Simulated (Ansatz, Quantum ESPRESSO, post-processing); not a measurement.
# Screening and band shifts of Cl-GaAs-Cl chair, 1 layer, part 2 of 2

Aim: how Cl-GaAs-Cl chair, 1 layer screens a field along its normal, and what the field does to its bands.

Quantum ESPRESSO 7.5; plane-wave DFT, RPBE, GBRV ultrasoft pseudopotentials made under PBE; geometry and cross-check by Ansatz 0.2.0 with PAW datasets.

So far. Step 13 (Bands along a path: field -0.2 V/Å): Upper empty bands that drop with the field can be states of the vacuum, held by the sawtooth; they depend on the cell's width. Step 13 (Bands along a path: field -0.2 V/Å): Along this path the valence top lies at Γ and the conduction bottom at Γ.

## 14. Density by pp.x

plot_num = 0 writes the valence density.

f0.rho.in

```
&inputpp
  prefix = 'f0'
  outdir = './out'
  filplot = 'f0.rho.dat'
  plot_num = 0
/
```

The run is started by

```
OMP_NUM_THREADS=1 mpirun -n 4 pp.x -in f0.rho.in > f0.rho.out
```

Run time: 1.4 s. Hardware: 4 MPI ranks of Arm Neoverse V1, shared host; peak memory 0.12 GiB; 5.1 s of CPU time.

Read from the output:

| Quantity | Value |
| --- | --- |
| electrons by integration | 38.00 e |

Mean over planes. The valence density, planar mean by z:

```
z (Å)  valence density, planar mean (e/Å³)
  5.5                               4.0e-5
  6.0                               2.3e-4
  6.5                              0.00130
  7.0                              0.00771
  7.5                               0.0465
  8.0                                0.210
  8.5                                0.314
  9.0                                0.271
  9.5                                0.126
 10.0                                0.126
 10.5                                0.211
 11.0                                0.474
 11.5                                 1.96
 12.0                                0.298
 12.5                                0.103
 13.0                                0.205
 13.5                                0.311
 14.0                                0.291
 14.5                                0.100
 15.0                               0.0180
 15.5                              0.00306
 16.0                               5.3e-4
 16.5                               9.4e-5
```

Valence density in the ca plane at fractional y = 0.333, with atoms of Cl and As within 0.2 Å of it. It is the smooth field of the valence electrons, not physical close to the nuclei.

Ten steps, logarithmic in the rise over the least value, from '0' (0.0 e/Å³) to '9' (1.6 e/Å³), each cell a mean:
```
00000000000000012467654566765322333210000000
00000000000000024689986677776421111100000000
00000000000000025899998767676421111000000000
00000000000000125895898769876421100000000000
00000000000000025899998776676421111000000000
00000000000000014689876677775422222110000000
00000000000000012456654456665333333210000000
00000000000000001233322345554333454421000000
00000000000000000111111234554434555431000000
00000000000000000111111234554434555431000000
00000000000000001233332345554333444321000000
```
Columns run along c (16.0 Å, from fractional 0.07 to 0.79 of the cell), rows up along a (4.2 Å). Atoms in or near the plane, at fractional coordinates: Cl at (0.39, 0.67), As at (0.48, 0.67).

The density integrates to 38.000 electrons, as the 38 of the input ask.

## 15. Valence density

f2.rho.in

```
&inputpp
  prefix = 'f2'
  outdir = './out'
  filplot = 'f2.rho.dat'
  plot_num = 0
/
```

The run is started by

```
OMP_NUM_THREADS=1 mpirun -n 4 pp.x -in f2.rho.in > f2.rho.out
```

Wall time 1.4 s (4 MPI ranks); peak memory 0.12 GiB; 5.1 s of CPU time.

## 16. Charge moved by a field of 0.2 V/Å

Read from the output:

- largest charge moved across a plane: 0.001131 e/Å²
- dipole step: -1.140 eV

The planar mean oscillates, so the rows of the table below give means over windows of 0.5 Å about each position, cut where the curve ends. Its maxima inside the range that stand out by 2 % of the span (Å: e/Å³): 7.88: 8.2e-4, 9.04: 7.4e-5, 10.55: 4.8e-4, 12.52: 2.8e-4, 13.44: -4.1e-5. Its minima: 8.69: -7.7e-5, 9.62: -1.5e-4, 11.47: -5.3e-4, 13.21: -7.7e-5, 14.37: -7.7e-4.

Planar mean against z; means over each step:

z (Å), planar mean (e/Å³) and a bar from the least value:
```
      3.5    0.00000 ###############
      4.0    0.00000 ###############
      4.5    0.00000 ###############
      5.0    0.00000 ###############
      5.5    0.00001 ###############
      6.0    0.00002 ################
      6.5    0.00008 #################
      7.0    0.00025 ####################
      7.5    0.00060 ############################
      8.0    0.00070 ##############################
      8.5    0.00011 #################
      9.0    0.00002 ###############
      9.5   -0.00010 #############
     10.0    0.00004 ################
     10.5    0.00042 ########################
     11.0    0.00006 ################
     11.5   -0.00045 #####
     12.0   -0.00019 ###########
     12.5    0.00023 ####################
     13.0    0.00005 ################
     13.5   -0.00009 #############
     14.0   -0.00048 #####
     14.5   -0.00071 
     15.0   -0.00038 #######
     15.5   -0.00013 ############
     16.0   -0.00004 ##############
     16.5   -0.00001 ###############
     17.0    0.00000 ###############
     17.5    0.00000 ###############
     18.0    0.00000 ###############
     18.5    0.00000 ###############
```

The running integral, electrons below z oscillates, so the rows of the table below give means over windows of 1 Å about each position, cut where the curve ends. Its maxima inside the range that stand out by 2 % of the span (Å: e/Å²): 9.2: 9.0e-4, 11.0: 0.00113, 13.0: 9.3e-4. Its minima: 10.0: 8.2e-4, 12.1: 7.7e-4.

Table of running integral, electrons below z by z; means over each step:

```
z (Å)  running integral, electrons below z (e/Å²)
    4                                      5.5e-8
    5                                      8.7e-7
    6                                      1.3e-5
    7                                      1.4e-4
    8                                      6.8e-4
    9                                      8.9e-4
   10                                      8.7e-4
   11                                     0.00107
   12                                      8.2e-4
   13                                      9.0e-4
   14                                      7.2e-4
   15                                      1.7e-4
   16                                      1.6e-5
   17                                      1.0e-6
   18                                      5.5e-8
```

## 17. Polarisability from the dipole between 0 and 0.1 V/A

Numbers from this step:

```
change of slope in the vacuum : 0.10000 eV/Å
polarisability a cell         : 6.883 Å³
sheet polarisability 4πα/A    : 5.701 Å
```

The change of the potential energy, second field less first by z:

```
z (Å)  change of the potential energy, second field less first (eV)
  0.0                                                        -0.409
  0.5                                                        -0.773
  1.0                                                        -0.723
  1.5                                                        -0.673
  2.0                                                        -0.623
  2.5                                                        -0.573
  3.0                                                        -0.523
  3.5                                                        -0.473
  4.0                                                        -0.423
  4.5                                                        -0.373
  5.0                                                        -0.323
  5.5                                                        -0.273
  6.0                                                        -0.223
  6.5                                                        -0.174
  7.0                                                        -0.126
  7.5                                                       -0.0848
  8.0                                                       -0.0564
  8.5                                                       -0.0434
  9.0                                                       -0.0335
  9.5                                                       -0.0238
 10.0                                                       -0.0122
 10.5                                                      -0.00165
 11.0                                                        2.8e-4
 11.5                                                       0.00110
 12.0                                                        0.0114
 12.5                                                        0.0259
 13.0                                                        0.0359
 13.5                                                        0.0444
 14.0                                                        0.0551
 14.5                                                        0.0765
 15.0                                                         0.113
 15.5                                                         0.159
 16.0                                                         0.208
 16.5                                                         0.257
 17.0                                                         0.307
 17.5                                                         0.357
 18.0                                                         0.407
 18.5                                                         0.457
 19.0                                                         0.507
 19.5                                                         0.557
 20.0                                                         0.607
 20.5                                                         0.657
 21.0                                                         0.707
 21.5                                                         0.757
 22.0                                                        0.0367
```

## 18. Dipole against field

Dipole along the normal, dipole moment against applied field:

```
applied field (V/Å)  dipole along the normal, dipole moment (e·Å)
             -0.200                                        -0.174
              0.000                                       -0.0788
              0.100                                       -0.0310
              0.200                                        0.0168
```

## 19. The same in Ansatz: field 0.1 V/Å

As a check, the same structure is run in Ansatz.

Level of this step: plane-wave DFT, PBE, Ansatz PAW (Ansatz 0.2.0).

input.yaml

```yaml
crystal:
  lattice:
    - [4.1856915346, 0.0, 0.0]
    - [-2.0928457673, 3.6249152013, 0.0]
    - [0.0, 0.0, 22.2533333333]
  atoms:
    - { symbol: Cl, position: [0.6666666667, 0.3333333333, 0.3851399166] }
    - { symbol: As, position: [0.6666666667, 0.3333333333, 0.4837087771] }
    - { symbol: Ga, position: [0.3333333333, 0.6666666667, 0.5163080242] }
    - { symbol: Cl, position: [0.3333333333, 0.6666666667, 0.6134951695] }
kpoints:
  mp_grid: { grid: [12, 12, 1] }
hamiltonian:
  xc: pbe
scf:
  occupations: { method: fermi_dirac, width: 0.054 }
  convergence: { dr2_threshold: 1.0e-09 }
efield:
  axis: 3
  dipole_correction: true
  ramp_position: 0.97
  ramp_width: 0.04
  amplitude: 0.1
output:
  write_potential: true
  write_density: true
  volumetric_format: npy
```

The run is started by

```
ansatz run input.yaml --threads 4 --pin off --max-ram 8192MiB --backend cpu --events-out ev --progress --plain --runs-dir out
```

Run time: 7.9 s. Hardware: 4 threads; peak memory 0.65 GiB; 29 s of CPU time.

Numbers from this step:

* free energy: -10800.6342 eV
* Fermi energy: -2.924 eV
* gap by band count: 0.7345 eV
* dipole along the normal: -0.02894 e·Å

At 0.1 V/Å Ansatz's dipole is -0.0289 e Å against -0.0310 from pw.x, under another functional.

## 20. The same in Ansatz: field -0.1 V/Å

input.yaml, as its differences from the input of step 19:

```diff
@@ -22,3 +22,3 @@
   ramp_width: 0.04
-  amplitude: 0.1
+  amplitude: -0.1
 output:
```

The job ended after 7.1 s (4 threads; peak memory 0.66 GiB; 27 s of CPU time).

Numbers from this step:

```
free energy             : -10800.6496 eV
Fermi energy            : -2.949 eV
gap by band count       : 0.7259 eV
dipole along the normal : -0.1249 e·Å
```

## 21. Dipole against field, Ansatz

Dipole along the normal, dipole moment against applied field:

```
applied field (V/Å)  dipole along the normal, dipole moment (e·Å)
            -0.1000                                        -0.125
             0.0000                                       -0.0769
             0.1000                                       -0.0289
```

## 22. Self-consistent run, with diagonalization = paro

How much does a setting matter? One run is repeated with a change.

Level of this step: plane-wave DFT, RPBE, GBRV ultrasoft pseudopotentials made under PBE (Quantum ESPRESSO 7.5). input_dft overrides the functional of the files.

f1.w0.in

```
&control
  prefix = 'f1.w0'
  outdir = './out'
  pseudo_dir = './pseudo'
  calculation = 'scf'
  tprnfor = .true.
  tefield = .true.
  dipfield = .true.
/
&system
  ibrav = 0
  nat = 4
  ntyp = 3
  ecutwfc = 40
  ecutrho = 200
  input_dft = 'rpbe'
  occupations = 'smearing'
  smearing = 'fd'
  degauss = 0.004
  edir = 3
  emaxpos = 0.97
  eopreg = 0.04
  eamp = 0.00194469
/
&electrons
  conv_thr = 1e-09
  mixing_beta = 0.4
  electron_maxstep = 120
  mixing_mode = 'plain'
  diagonalization = 'paro'
/
ATOMIC_SPECIES
  Cl  35.4500  cl_pbe_v1.4.uspp.F.UPF
  As  74.9216  as_pbe_v1.uspp.F.UPF
  Ga  69.7230  ga_pbe_v1.4.uspp.F.UPF
CELL_PARAMETERS angstrom
  4.18569153457015 -0.00000000000000 -0.00000000000000
  -2.09284576728508 3.62491520134322 -0.00000000000000
  -0.00000000000000 -0.00000000000000 22.25333333330000
ATOMIC_POSITIONS crystal
  Cl  0.666666666667 0.333333333333 0.385139916566
  As  0.666666666667 0.333333333333 0.483708777063
  Ga  0.333333333333 0.666666666667 0.516308024242
  Cl  0.333333333333 0.666666666667 0.613495169530
K_POINTS automatic
  12 12 1 0 0 0
```

The run is started by

```
OMP_NUM_THREADS=1 mpirun -n 4 pw.x -nk 4 -in f1.w0.in > f1.w0.out
```

Elapsed: 3.5 min, on 4 MPI ranks; peak memory 0.94 GiB; 14 min of CPU time.

Beside the run it was changed from:

```
                     quantity   this run  unchanged run  difference
dipole along the normal (e·Å)   -0.03098       -0.03100      2.1e-5
             free energy (eV)  -7110.917      -7110.917           0
                wall time (s)        212             82            
               SCF iterations         11              8
```

The free energy moves by +0 meV an atom.

This run starts from superposed atoms, the unchanged one from a saved density, so their iteration counts don't compare.

The physical values in this table move by up to 0.067 %.

## 23. Self-consistent run, with nbnd = 4

One more run, with a changed input.

f1.bad.in

```
&control
  prefix = 'f1.bad'
  outdir = './out'
  pseudo_dir = './pseudo'
  calculation = 'scf'
  tprnfor = .true.
  tefield = .true.
  dipfield = .true.
/
&system
  ibrav = 0
  nat = 4
  ntyp = 3
  ecutwfc = 40
  ecutrho = 200
  input_dft = 'rpbe'
  occupations = 'smearing'
  smearing = 'fd'
  degauss = 0.004
  edir = 3
  emaxpos = 0.97
  eopreg = 0.04
  eamp = 0.00194469
  nbnd = 4
/
&electrons
  conv_thr = 1e-09
  mixing_beta = 0.4
  electron_maxstep = 100
  mixing_mode = 'plain'
/
ATOMIC_SPECIES
  Cl  35.4500  cl_pbe_v1.4.uspp.F.UPF
  As  74.9216  as_pbe_v1.uspp.F.UPF
  Ga  69.7230  ga_pbe_v1.4.uspp.F.UPF
CELL_PARAMETERS angstrom
  4.18569153457015 -0.00000000000000 -0.00000000000000
  -2.09284576728508 3.62491520134322 -0.00000000000000
  -0.00000000000000 -0.00000000000000 22.25333333330000
ATOMIC_POSITIONS crystal
  Cl  0.666666666667 0.333333333333 0.385139916566
  As  0.666666666667 0.333333333333 0.483708777063
  Ga  0.333333333333 0.666666666667 0.516308024242
  Cl  0.333333333333 0.666666666667 0.613495169530
K_POINTS automatic
  12 12 1 0 0 0
```

The run is started by

```
OMP_NUM_THREADS=1 mpirun -n 4 pw.x -nk 4 -in f1.bad.in > f1.bad.out
```

Run time: 0.7 s. Hardware: 4 MPI ranks; peak memory 0.12 GiB.

The input was rejected at the start.

The fault put into the input: too few bands (system.nbnd = 4).

The message: “setup (1): too few bands”. nbnd must at least hold the electrons; leave it out or raise it.

## 24. Worked from the printed numbers

α = Δp/E = (-0.03100 − (-0.07880)) e Å / 0.1 V/Å = 0.4780 e Å²/V; times e/(4πε₀) = 14.40 V Å this is 6.883 Å³. With A = 15.173 Å², 4πα/A = 5.701 Å.

## 25. What came out

* polarisability along the normal, a cell: 6.88 Å³
* sheet polarisability 4πα/A: 5.70 Å
* dipole without a field: -0.0788 e·Å
* Kohn-Sham ionisation potential, upper face: 7.01 eV
* gap along the path at 0 V/Å: 0.85 eV
* gap along the path at 0.2 V/Å: 0.85 eV
* gap along the path at -0.2 V/Å: 0.84 eV

The sheet answers a field with a polarisability of 6.88 Å³ a cell, or 4πα/A = 5.70 Å (RPBE, GBRV ultrasoft (made under PBE)). In pw.x the dipole follows the field linearly over the range tried. A perfect conductor 5.70 Å thick would screen alike; the outer atoms lie 5.08 Å apart. At 0.1 V/Å the sheet takes 0.570 eV off the potential drop. At 0.2 V/Å the gap along the path is unchanged within 0.01 eV. Quantum ESPRESSO and Ansatz give 6.883 and 6.910 Å³ for the polarisability (pw.x from 0 and 0.1 V/Å, Ansatz from ±0.1 V/Å, under PBE), which agree. The ions stay at their zero-field places, so this is the electrons' response alone. Semilocal gaps are too small, and in strong fields empty levels can belong to the vacuum. Spin-orbit coupling is left out; depending on the atoms that carry the levels of interest, it can split and shift them by tens to hundreds of meV.

[Logs are printed without paths, hosts, clocks, repeated set-up lines and the standing remarks that a program may print on its own settings, such as how far it seeks lower states.]

[Hosts, paths, dates, database ids (printed as entryN), source tags and the programs' standing remarks are cut or masked in the printed files.]

[Maps of the electrostatic potential energy from Ansatz leave out the sawtooth potential of an applied field or a dipole correction, so their vacuum need not be flat; planar profiles and work functions include it.]
